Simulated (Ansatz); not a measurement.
# What Al6Si (built on the sites of a database entry of SiB6) distorts into, part 2 of 2

Aim: this structure of Al6Si (built on the sites of a database entry of SiB6) is to be tested for unstable modes, and one is followed downhill.

Ansatz 0.2.0; DFT PBEsol, scalar-relativistic, plane waves, PAW.

So far. Step 4 (The mode frozen in, largest atomic shift 0.6 Å): The run ends at a pressure of -3.70 GPa, with forces up to 0.46 eV/Å. Step 5 (Energy along the mode, all amplitudes (two of the runs …): The lowest of the steps tried is the last one, at 0.6 Å, 27.6 meV/atom below the parent; the bottom of the well need not coincide with a step.

The structure was built from a prototype and need not be the compound's stable phase.

## Step 6: Relaxing from the distorted cell

Starting from the lowest point found, all atoms and the cell are let go, so that strain and other modes of the same symmetry can join in.

File input.yaml:

```yaml
crystal:
  lattice:
    - [6.1489135354, 0.0, 0.0]
    - [0.0, 6.1489135354, 0.0]
    - [0.0, 0.0, 6.1489135354]
  atoms:
    - { symbol: Si, position: [0.0, 0.0, 0.0] }
    - { symbol: Al, position: [0.1974385139, 0.5, 0.5975782139] }
    - { symbol: Al, position: [0.5, 0.1974385139, 0.5] }
    - { symbol: Al, position: [0.8025614861, 0.5, 0.4024217861] }
    - { symbol: Al, position: [0.5, 0.8025614861, 0.5] }
    - { symbol: Al, position: [0.4024217861, 0.5, 0.1974385139] }
    - { symbol: Al, position: [0.5975782139, 0.5, 0.8025614861] }
kpoints:
  mp_grid: { grid: [6, 6, 6] }
hamiltonian:
  xc: pbesol
scf:
  occupations: { method: methfessel_paxton, width: 0.15 }
output:
  forces: true
  stress: true
  eigenvalues: true
relax:
  adjacent_minimum: "off"
  f_tol: 0.002
  max_steps: 120
  cell: { stress_tol: 0.03 }
```

Command:

```console
$ ansatz run input.yaml --threads 8 --pin off --max-ram 14336MiB --backend cpu --events-out ev --progress --plain --runs-dir out
```

Numbers of over 12 decimals in the logs are rounded to 6 here.

Log:

```text
[...]
Crystal: 7 atoms, lattice volume = 232.485 Å³
Basis set: ecut = 420 eV, 4553 PW (Γ), exchange–correlation on 90×90×90 points (8 copies of the dense FFT grid, shifted against one another)
Bands: 18, of which v1, the nominal top of the filled ones, is band 11 counted from 1 (10 counted from 0)
Symmetry: 8 space group operations
[...]
k-points: 44 of 216
[...]
SCF iter   1: F=—  HF=-3760.665788 eV  |F-HF|=—  |Δ(HF+E_count)|=         —  Δρ=7.53e-3  dr2=8.12e-1  ethr=1.77e-3  ⟨swp⟩=6.9  Hψ=5035  notcnv=0
[...]
SCF iter   8: F=-3760.584002 eV  HF=-3760.584002 eV  |F-HF|=4.36e-8  |Δ(HF+E_count)|=   6.84e-8  S|Δr|=    0.00e0  Δρ=2.90e-6  dr2=8.83e-8  ethr=4.55e-10  ⟨swp⟩=7.8  Hψ=3870  notcnv=0
SCF 1 converged in 8 iterations: F = -3760.584002 eV  dr2 = 8.83e-8
[...]
relax step   1: F+E_penalty+E_count = -3760.58400241 eV  Δ(F+E_penalty+E_count) = +0.000e0 eV  max|allowed force component| = 4.428e-1 eV/Å  Δτ_max = 0.0000 Å  P = -3.703 GPa  Ω = 232.485 Å³  (8 SCF iters, dr2 threshold 1.00e-7 eV, accepted)
Crystal: 7 atoms, lattice volume = 209.129 Å³
Basis set: ecut = 420 eV, 4065 PW (Γ), exchange–correlation on 90×90×90 points (8 copies of the dense FFT grid, shifted against one another)
[...]
iter 1 solved again at ethr=1.44e-3 eV; its pass at ethr=3.10e-3 eV (dr2=3.17e-1 eV) is discarded
[...]
SCF iter   6: F=-3761.382836 eV  HF=-3761.382835 eV  |F-HF|=2.71e-7  |Δ(HF+E_count)|=   3.81e-6  S|Δr|=    0.00e0  Δρ=9.39e-6  dr2=4.00e-7  ethr=3.18e-9  ⟨swp⟩=6.4  Hψ=4643  notcnv=0
SCF 2 converged in 6 iterations: F = -3761.382836 eV  dr2 = 4.00e-7
[...]
relax step   2: F+E_penalty+E_count = -3761.38283560 eV  Δ(F+E_penalty+E_count) = -7.988e-1 eV  max|allowed force component| = 6.190e-1 eV/Å  Δτ_max = 0.1191 Å  P = -3.022 GPa  Ω = 209.129 Å³  energy of the carried Pulay correction = +3.486e-3 eV  (6 SCF iters, dr2 threshold 7.00e-7 eV, accepted)
Crystal: 7 atoms, lattice volume = 185.632 Å³
Basis set: ecut = 420 eV, 3601 PW (Γ), exchange–correlation on 90×90×90 points (8 copies of the dense FFT grid, shifted against one another)
[...]
SCF iter   7: F=-3762.448628 eV  HF=-3762.448628 eV  |F-HF|=3.01e-8  |Δ(HF+E_count)|=   5.50e-7  S|Δr|=    0.00e0  Δρ=3.76e-6  dr2=5.30e-8  ethr=3.18e-9  ⟨swp⟩=6.6  Hψ=3873  notcnv=0
SCF 3 converged in 7 iterations: F = -3762.448628 eV  dr2 = 5.30e-8
[...]
relax step   3: F+E_penalty+E_count = -3762.44862849 eV  Δ(F+E_penalty+E_count) = -1.066e0 eV  max|allowed force component| = 1.172e0 eV/Å  Δτ_max = 0.1956 Å  P = -2.744 GPa  Ω = 185.632 Å³  energy of the carried Pulay correction = +7.387e-3 eV  (7 SCF iters, dr2 threshold 7.00e-7 eV, accepted)
[... from here on, the SCF cycles and remarks between the steps are left out ...]
relax step   4: F+E_penalty+E_count = -3763.45804374 eV  Δ(F+E_penalty+E_count) = -1.009e0 eV  max|allowed force component| = 9.215e-1 eV/Å  Δτ_max = 0.1920 Å  P = -1.858 GPa  Ω = 168.025 Å³  energy of the carried Pulay correction = +1.061e-2 eV  (7 SCF iters, dr2 threshold 7.00e-7 eV, accepted)
relax step   5: F+E_penalty+E_count = -3763.42059471 eV  Δ(F+E_penalty+E_count) = +3.745e-2 eV  max|allowed force component| = 2.183e0 eV/Å  Δτ_max = 0.1947 Å  P = +1.385 GPa  Ω = 155.706 Å³  energy of the carried Pulay correction = +1.304e-2 eV  (7 SCF iters, dr2 threshold 7.00e-7 eV, rejected (line search))
relax step   6: F+E_penalty+E_count = -3763.72002211 eV  Δ(F+E_penalty+E_count) = -2.620e-1 eV  max|allowed force component| = 3.080e-1 eV/Å  Δτ_max = 0.0948 Å  P = -0.648 GPa  Ω = 161.406 Å³  energy of the carried Pulay correction = +1.190e-2 eV  (9 SCF iters, accepted)
relax step   7: F+E_penalty+E_count = -3763.77051410 eV  Δ(F+E_penalty+E_count) = -5.049e-2 eV  max|allowed force component| = 6.333e-2 eV/Å  Δτ_max = 0.0403 Å  P = -0.361 GPa  Ω = 159.979 Å³  energy of the carried Pulay correction = +1.218e-2 eV  (5 SCF iters, dr2 threshold 7.00e-7 eV, accepted)
relax step   8: F+E_penalty+E_count = -3763.86709806 eV  Δ(F+E_penalty+E_count) = -9.658e-2 eV  max|allowed force component| = 4.726e-1 eV/Å  Δτ_max = 0.0483 Å  P = +0.194 GPa  Ω = 157.703 Å³  energy of the carried Pulay correction = +1.264e-2 eV  (6 SCF iters, dr2 threshold 7.00e-7 eV, accepted)
relax step   9: F+E_penalty+E_count = -3764.10182262 eV  Δ(F+E_penalty+E_count) = -2.347e-1 eV  max|allowed force component| = 5.223e-1 eV/Å  Δτ_max = 0.0797 Å  P = +0.258 GPa  Ω = 156.653 Å³  energy of the carried Pulay correction = +1.285e-2 eV  (6 SCF iters, dr2 threshold 7.00e-7 eV, accepted)
relax step  10: F+E_penalty+E_count = -3764.28662560 eV  Δ(F+E_penalty+E_count) = -1.848e-1 eV  max|allowed force component| = 3.543e-1 eV/Å  Δτ_max = 0.0938 Å  P = +0.162 GPa  Ω = 156.078 Å³  energy of the carried Pulay correction = +1.297e-2 eV  (5 SCF iters, dr2 threshold 7.00e-7 eV, accepted)
relax step  11: F+E_penalty+E_count = -3764.22728764 eV  Δ(F+E_penalty+E_count) = +5.934e-2 eV  max|allowed force component| = 7.286e-1 eV/Å  Δτ_max = 0.1017 Å  P = +1.812 GPa  Ω = 152.254 Å³  energy of the carried Pulay correction = +1.375e-2 eV  (6 SCF iters, dr2 threshold 7.00e-7 eV, rejected (line search))
relax step  12: F+E_penalty+E_count = -3764.31880359 eV  Δ(F+E_penalty+E_count) = -3.218e-2 eV  max|allowed force component| = 4.743e-1 eV/Å  Δτ_max = 0.0744 Å  P = -0.364 GPa  Ω = 156.982 Å³  energy of the carried Pulay correction = +1.278e-2 eV  (9 SCF iters, accepted)
relax step  13: F+E_penalty+E_count = -3764.32920988 eV  Δ(F+E_penalty+E_count) = -1.041e-2 eV  max|allowed force component| = 3.130e-2 eV/Å  Δτ_max = 0.0258 Å  P = +0.188 GPa  Ω = 155.306 Å³  energy of the carried Pulay correction = +1.312e-2 eV  (5 SCF iters, dr2 threshold 7.00e-7 eV, accepted)
relax step  14: F+E_penalty+E_count = -3764.32944475 eV  Δ(F+E_penalty+E_count) = -2.349e-4 eV  max|allowed force component| = 4.305e-2 eV/Å  Δτ_max = 0.0051 Å  P = -0.094 GPa  Ω = 156.220 Å³  energy of the carried Pulay correction = +1.294e-2 eV  (5 SCF iters, dr2 threshold 1.16e-7 eV, accepted)
relax step  15: F+E_penalty+E_count = -3764.32965811 eV  Δ(F+E_penalty+E_count) = -2.134e-4 eV  max|allowed force component| = 4.606e-4 eV/Å  Δτ_max = 0.0018 Å  P = -0.002 GPa  Ω = 155.916 Å³  energy of the carried Pulay correction = +1.300e-2 eV  (4 SCF iters, dr2 threshold 1.16e-7 eV, accepted)
relax step  16: F+E_penalty+E_count = -3764.32737629 eV  Δ(F+E_penalty+E_count) = +2.282e-3 eV  max|allowed force component| = 5.333e-4 eV/Å  Δτ_max = 0.0000 Å  P = -0.034 GPa  Ω = 155.916 Å³  stress off target by 3.70e-2 GPa  SCF on the basis re-selected at this cell (its energy is not comparable with the rows above)  (6 SCF iters)
relax step  17: F+E_penalty+E_count = -3764.32740848 eV  Δ(F+E_penalty+E_count) = -3.219e-5 eV  max|allowed force component| = 2.349e-4 eV/Å  Δτ_max = 0.0001 Å  P = -0.001 GPa  Ω = 155.814 Å³  energy of the carried Pulay correction = +2.108e-5 eV  (5 SCF iters, dr2 threshold 3.41e-9 eV, accepted)
[...]
SCF iter   1: F=—  HF=-3764.327447 eV  |F-HF|=—  |Δ(HF+E_count)|=         —  Δρ=2.35e-6  dr2=1.26e-8  ethr=4.00e-7  ⟨swp⟩=3.1  Hψ=7309  notcnv=0
eigensolver tolerance schedule: the retry pair's looser diagonalisation over-reported the residual by 7005.76 of it (diagonalisation noise at 9.51 of the residual, at the tolerance the schedule requests for it); recorded, not acted on — ethr = c·dr2/N_el stays at c = 1.0e-1
[...]
SCF iter   2: F=—  HF=-3764.327383 eV  |F-HF|=—  |Δ(HF+E_count)|=   6.43e-5  S|Δr|=    0.00e0  Δρ=1.12e-6  dr2=2.88e-9  ethr=5.71e-11  ⟨swp⟩=3.2  Hψ=1781  notcnv=0
[...]
SCF iter   7: F=-3764.327383 eV  HF=-3764.327383 eV  |F-HF|=1.09e-11  |Δ(HF+E_count)|=  1.00e-11  S|Δr|=    0.00e0  Δρ=9.10e-8  dr2=1.86e-11  ethr=1.00e-12  ⟨swp⟩=4.2  Hψ=3332  notcnv=0
SCF 18 converged in 7 iterations: F = -3764.327383 eV  dr2 = 1.86e-11
relax step  18: F+E_penalty+E_count = -3764.32738281 eV  Δ(F+E_penalty+E_count) = +2.567e-5 eV  max|allowed force component| = 2.306e-4 eV/Å  Δτ_max = 0.0000 Å  P = -0.001 GPa  Ω = 155.814 Å³  stress off target by 1.13e-3 GPa  SCF on the basis re-selected at this cell (its energy is not comparable with the rows above)  (7 SCF iters)
[...]
SCF converged after 7 iterations
[...]
Free energy (F): -3764.327383 eV
[...]
Internal energy: -3764.318631 eV  (E = F + TS)
E sigma→0 (E₀):  -3764.325195 eV
Entropy (-TS):   -0.008752 eV (-1.250 meV/atom)
Fermi energy:    4.802573 eV
[...]
--- Forces (eV/Å), atoms counted from 1 ---
  atom   1  Si     0.00000000     0.00000000     0.00000000
  atom   2  Al    -0.00007586    -0.00000000     0.00017833
  atom   3  Al    -0.00000000     0.00023062    -0.00000000
  atom   4  Al     0.00007586     0.00000000    -0.00017833
  atom   5  Al     0.00000000    -0.00023062     0.00000000
  atom   6  Al    -0.00017833    -0.00000000    -0.00007586
  atom   7  Al     0.00017833     0.00000000     0.00007586
  max |Σ_I F_I| component: 1.73e-18 eV/Å
--- Stress (GPa, compression-positive) ---
       -0.001131      -0.000000       0.000000
       -0.000000      -0.000912      -0.000000
       -0.000000      -0.000000      -0.001131
  P = ⅓ Tr σ = -0.0011 GPa (-0.011 kbar)
--- Band table (eV; the first three rows and the last of 44) ---
  k-point 0: bands = [... 7 lower, 3.1292, 3.4532, 3.4532, 4.4808, 4.6672, 4.7129, 6.1743, 6.1743, ... 3 higher]
  k-point 1: bands = [... 7 lower, 2.6314, 2.6730, 3.3478, 4.3039, 5.3200, 5.4252, 6.2775, 6.3170, ... 3 higher]
  k-point 2: bands = [... 7 lower, 2.3471, 2.8934, 3.2580, 3.6003, 5.8971, 6.5504, 6.5534, 6.6568, ... 3 higher]
  k-point 43: bands = [... 7 lower, 1.7883, 5.4465, 5.4465, 6.4673, 6.5000, 6.7679, 6.7679, 6.9512, ... 3 higher]
--- Relaxed structure (16 steps of the walk, 14 accepted, 2 SCFs on fresh bases) ---
  F+E_penalty+E_count = -3764.32738281 eV   max|allowed force component| = 2.306e-4 eV/Å   (the final SCF, on the basis selected at the relaxed cell)
  cell:  # Å, volume = 155.8140 Å³
    - [5.719560, 0.0, 0]
    - [0.0, 4.763007, 0.0]
    - [0, 0.0, 5.719560]
  atoms:
    - { symbol: Si, position: [6.857751367894454e-19, 0, 1.6322581768211596e-18] }
    - { symbol: Al, position: [0.128183, 0.500000, 0.702500] }
    - { symbol: Al, position: [0.500000, 0.247637, 0.500000] }
    - { symbol: Al, position: [0.871817, 0.500000, 0.297500] }
    - { symbol: Al, position: [0.500000, 0.752363, 0.500000] }
    - { symbol: Al, position: [0.297500, 0.500000, 0.128183] }
    - { symbol: Al, position: [0.702500, 0.500000, 0.871817] }
```

Wall time 23 s (8 threads of Arm Neoverse V2, shared host); peak memory 0.74 GiB.

The steps of the relaxation:

| step | energy less that of the first step (eV) | largest force component (eV/Å) | pressure (GPa) | volume (Å³) |
| --- | --- | --- | --- | --- |
| 1 | 0.0000 | 0.4428 | -3.70 | 232.49 |
| 2 | -0.7988 | 0.6190 | -3.02 | 209.13 |
| 3 | -1.8646 | 1.1717 | -2.74 | 185.63 |
| 4 | -2.8740 | 0.9215 | -1.86 | 168.03 |
| 5 | -2.8366 | 2.1832 | 1.39 | 155.71 |
| 6 | -3.1360 | 0.3080 | -0.65 | 161.41 |
| 7 | -3.1865 | 0.0633 | -0.36 | 159.98 |
| 8 | -3.2831 | 0.4726 | 0.19 | 157.70 |
| 9 | -3.5178 | 0.5223 | 0.26 | 156.65 |
| 10 | -3.7026 | 0.3543 | 0.16 | 156.08 |
| 11 | -3.6433 | 0.7286 | 1.81 | 152.25 |
| 12 | -3.7348 | 0.4743 | -0.36 | 156.98 |
| 13 | -3.7452 | 0.0313 | 0.19 | 155.31 |
| 14 | -3.7454 | 0.0430 | -0.09 | 156.22 |
| 15 | -3.7457 | 0.0005 | 0.00 | 155.92 |
| 16* | -3.7434 | 0.0005 | -0.03 | 155.92 |
| 17 | -3.7434 | 0.0002 | 0.00 | 155.81 |
| 18* | -3.7434 | 0.0002 | 0.00 | 155.81 |

Relaxation steps marked * repeat the geometry before them on a plane-wave basis chosen anew for their cell, so energy and pressure can jump there. Relaxation steps 5, 11 were tried and not accepted.

The run keeps the 8 symmetry operations that it works with, so distortions that break them were not tested.

| cell as run | before | after | change |
| --- | --- | --- | --- |
| a (Å) | 6.149 | 5.720 | -7.0 % |
| b (Å) | 6.149 | 4.763 | -22.5 % |
| c (Å) | 6.149 | 5.720 | -7.0 % |
| volume (Å³/atom) | 33.21 | 22.26 | -33.0 % |

The atoms that moved most (Å, as changes of fractional coordinates times the final cell):

| atom | dx | dy | dz | length |
| --- | --- | --- | --- | --- |
| Al6 | -0.600 | 0.000 | -0.396 | 0.719 |
| Al2 | -0.396 | 0.000 | 0.600 | 0.719 |
| Al4 | 0.396 | 0.000 | -0.600 | 0.719 |
| Al7 | 0.600 | 0.000 | 0.396 | 0.719 |
| Al5 | 0.000 | -0.239 | 0.000 | 0.239 |
| Al3 | 0.000 | 0.239 | 0.000 | 0.239 |

Numbers from this step:

```yaml
pressure: -0.001058 GPa
volume_per_atom: 22.26 Å³
```

The distorted start has space group P4/m; the relaxation ends in P4/m.

## Step 7: The new phase in its own primitive cell

The relaxed structure is symmetrised, reduced to its primitive cell and relaxed tightly, as its phonons need.

input.yaml, the sections that differ from step 6:

```yaml
crystal:
  lattice:
    - [5.7195596724, 0.0, 0.0]
    - [0.0, 5.7195596724, 0.0]
    - [0.0, 0.0, 4.7630069898]
  atoms:
    - { symbol: Si, position: [0.0, 0.0, 0.0] }
    - { symbol: Al, position: [0.871816841, 0.2974997552, 0.5] }
    - { symbol: Al, position: [0.5, 0.5, 0.7523634721] }
    - { symbol: Al, position: [0.128183159, 0.7025002448, 0.5] }
    - { symbol: Al, position: [0.5, 0.5, 0.2476365279] }
    - { symbol: Al, position: [0.7025002448, 0.871816841, 0.5] }
    - { symbol: Al, position: [0.2974997552, 0.128183159, 0.5] }
relax:
  adjacent_minimum: "off"
  f_tol: 0.001
  max_steps: 60
  cell: { stress_tol: 0.01 }
# kpoints, hamiltonian, scf, output: as in step 6
```

Log:

```text
[...]
Crystal: 7 atoms, lattice volume = 155.814 Å³
Basis set: ecut = 420 eV, 3075 PW (Γ), exchange–correlation on 80×80×64 points (8 copies of the dense FFT grid, shifted against one another)
Bands: 18, of which v1, the nominal top of the filled ones, is band 11 counted from 1 (10 counted from 0)
Symmetry: 8 space group operations
[...]
k-points: 44 of 216
[...]
- [0.0, 5.7195596724, 0.0]
    - [0.0, 0.0, 4.7630069898]
  atoms:
    - { symbol: Si, position: [0.0, 0.0, 0.0] }
    - { symbol: Al, position: [0.871817, 0.2974997552, 0.500000] }
    - { symbol: Al, position: [0.5, 0.5, 0.752363] }
    - { symbol: Al, position: [0.128183159, 0.7025002448, 0.500000] }
    - { symbol: Al, position: [0.5, 0.5, 0.2476365279] }
    - { symbol: Al, position: [0.7025002448, 0.871817, 0.500000] }
    - { symbol: Al, position: [0.2974997552, 0.128183159, 0.500000] }
[key lines of the parts left out:]
SCF converged after 7 iterations
Free energy (F): -3764.327383 eV
Fermi energy:    4.802573 eV
P = ⅓ Tr σ = -0.0011 GPa (-0.011 kbar)
```

Wall time 2 s (8 threads); peak memory 0.56 GiB.

Little changed from the start: no atom moved by 0.005 Å and no cell edge by 0.1 %.

Numbers from this step:

```yaml
pressure: -0.001059 GPa
```

The largest force component left is 0.23 meV/Å and the pressure is -0.001 GPa, within the tolerances set. The cell now holds 22.26 Å³/atom.

## Step 8: Modes of the new phase

A relaxed structure may still be a saddle point, so its zone-centre modes are computed. No field response is asked, since the mesh shows no gap.

input.yaml, as its differences from that of step 7:

```diff
@@ -20,9 +20,4 @@
 output:
-  forces: true
-  stress: true
   eigenvalues: true
-relax:
-  adjacent_minimum: "off"
-  f_tol: 0.001
-  max_steps: 60
-  cell: { stress_tol: 0.01 }
+phonons:
+  method: dfpt
```

Log:

```text
[...]
Crystal: 7 atoms, lattice volume = 155.814 Å³
Basis set: ecut = 420 eV, 3075 PW (Γ), exchange–correlation on 80×80×64 points (8 copies of the dense FFT grid, shifted against one another)
Bands: 18, of which v1, the nominal top of the filled ones, is band 11 counted from 1 (10 counted from 0)
Symmetry: 8 space group operations
k-points: 112 of 216 (irreducible under 1 space group operation, time reversal used)
[...]
SCF iter   1: F=—  HF=-3764.330925 eV  |F-HF|=—  |Δ(HF+E_count)|=         —  Δρ=2.81e-3  dr2=3.01e-2  ethr=1.77e-3  ⟨swp⟩=7.1  Hψ=13052  notcnv=0
[...]
SCF iter   9: F=-3764.327383 eV  HF=-3764.327383 eV  |F-HF|=4.55e-13  |Δ(HF+E_count)|=  3.50e-11  S|Δr|=    0.00e0  Δρ=2.92e-8  dr2=1.75e-12  ethr=1.00e-12  ⟨swp⟩=11.0  Hψ=10828  notcnv=0
SCF 1 converged in 9 iterations: F = -3764.327383 eV  dr2 = 1.75e-12
[...]
SCF converged after 9 iterations
[...]
Free energy (F): -3764.327383 eV
[...]
Internal energy: -3764.318631 eV  (E = F + TS)
E sigma→0 (E₀):  -3764.325195 eV
Entropy (-TS):   -0.008752 eV (-1.250 meV/atom)
Fermi energy:    4.802573 eV
[...]
--- Band table (eV; the first three rows and the last of 112) ---
  k-point 0: bands = [... 7 lower, 3.1292, 3.4532, 3.4532, 4.4808, 4.6672, 4.7129, 6.1743, 6.1743, ... 3 higher]
  k-point 1: bands = [... 7 lower, 3.1436, 3.5395, 3.5395, 4.5815, 4.8182, 4.8402, 4.8402, 6.2147, ... 3 higher]
  k-point 2: bands = [... 7 lower, 3.2873, 3.2873, 4.1126, 4.1763, 4.1763, 4.8275, 5.9742, 6.0110, ... 3 higher]
  k-point 111: bands = [... 7 lower, 1.7883, 5.4465, 5.4465, 6.4673, 6.5000, 6.7679, 6.7679, 6.9512, ... 3 higher]
[...]
k mesh reduced under 1 symmetry operation, with k and −k counted as one. Each operation leaves every solved perturbation unchanged. A smaller set is not used because it would not reduce the number of displacements times k-points to solve
  ASR residual: 5.966e-5 → 0.000e0 eV/Å²; symmetrization residual: 2.626e-6 eV/Å²
  ASR residual per site (eV/Å²): 1.43e-5 1.76e-5 5.97e-5 1.76e-5 5.97e-5 1.76e-5 1.76e-5
[...]
```

It took 21 s on 8 threads; peak memory 1.4 GiB.

This step gave:

| Property | Result |
| --- | --- |
| sum-rule residual before enforcement | 5.97e-5 eV/Å² |
| point group | 4/m |
| highest optical mode at the zone centre (no LO-TO term) | 596.6 cm⁻¹ |
| lowest optical zone-centre mode | -137.1 cm⁻¹ |

Patterns of degenerate modes are one choice out of their space. The modes at Γ (shares of kinetic energy by element, %) (negative means imaginary):

| mode | frequency (cm⁻¹) | symmetry | Si % | Al % |
| --- | --- | --- | --- | --- |
| 1 | -137.1 | Eg | 0 | 100 |
| 2 | -137.1 | Eg | 0 | 100 |
| 3 | -98.8 | Au | 84 | 16 |
| 4 | -76.9 | Bu | 0 | 100 |
| 5 | 0.0 | acoustic | 15 | 85 |
| 6 | 0.0 | acoustic | 15 | 85 |
| 7 | 0.0 | acoustic | 15 | 85 |
| 8 | 25.4 | Eu | 81 | 19 |
| 9 | 25.4 | Eu | 81 | 19 |
| 10 | 125.3 | Bg | 0 | 100 |
| 11 | 134.4 | Eg | 0 | 100 |
| 12 | 134.4 | Eg | 0 | 100 |
| 13 | 142.1 | Eu | 4 | 96 |
| 14 | 142.1 | Eu | 4 | 96 |
| 15 | 147.3 | Ag | 0 | 100 |
| 16 | 155.5 | Au | 1 | 99 |
| 17 | 307.1 | Ag | 0 | 100 |
| 18 | 327.7 | Bg | 0 | 100 |
| 19 | 328.0 | Eu | 0 | 100 |
| 20 | 328.0 | Eu | 0 | 100 |
| 21 | 596.6 | Ag | 0 | 100 |

Displacements in mode 1 (-137.1 cm⁻¹), the largest set to 1:
```
Si1  0.00  0.00  0.00
Al2  0.00  0.00  1.00
Al3 -0.69  0.83  0.00
Al4  0.00  0.00 -1.00
Al5  0.69 -0.83  0.00
Al6  0.00  0.00 -0.45
Al7  0.00  0.00  0.45
```

Displacements in mode 18 (327.7 cm⁻¹), the largest set to 1:
```
Si1  0.00  0.00  0.00
Al2 -1.00 -0.46  0.00
Al3  0.00  0.00  0.00
Al4  1.00  0.46  0.00
Al5  0.00  0.00  0.00
Al6 -0.46  1.00  0.00
Al7  0.46 -1.00  0.00
```

Before it was imposed, the acoustic sum rule was missed by 6.0e-5 eV/Å². Small misses are needed for a sound result but don't prove that mesh and cutoff are converged. The lowest optical mode is imaginary, 137.1i cm⁻¹, so the energy falls along it.

## Step 9: Summary of results

```json
{
 "unstable mode of the parent": "q = (0, 0, 0), 70i cm⁻¹",
 "depth at the lowest point sampled": "27.6 meV/atom",
 "largest atomic shift at that point": "0.6 Å",
 "space group reached (within 0.01 Å)": "P4/m",
 "energy gained over the parent (first relaxation, on the mesh of the frozen mode)": "562 meV/atom",
 "volume per atom, phase reached": "22.3 Å³",
 "lowest optical zone-centre mode, phase reached": "-137 cm⁻¹",
 "highest optical mode at the zone centre (no LO-TO term), phase reached": "597 cm⁻¹"
}
```

**Reading.** Along this mode the structure falls into P4/m, 562 meV/atom below the parent. At the parent's cell the well is 27.61 meV/atom deep on the steps tried, with its lowest point at a shift of 0.6 Å. That is the last step tried, so the steps alone don't bracket the bottom of the well. Relaxing atoms and cell changes the gain by +534.53 meV/atom against the lowest step (energies at zero smearing). Most of the total comes from this relaxation. The new phase still has an imaginary mode at the zone centre of its cell, so it is a saddle point on the way to a lower structure. Of the 6 patterns followed to their end from this parent, this one ends 589 meV/atom above the lowest, R-3. Each path keeps the symmetry of its pattern, so a lower phase may lie along a pattern not tried. With no gap, or one that is small against the smearing, the frequencies hang on the k mesh and the smearing, most of all near Kohn anomalies. The starting cell was built on a prototype and not taken from a measurement, so the phase need not exist.

[Logs are printed without paths, hosts, clocks, repeated set-up lines and the standing remarks that a program may print on its own settings, such as how far it seeks lower states.]

[Hosts, paths, dates, database ids (printed as entryN), source tags and the programs' standing remarks are cut or masked in the printed files.]
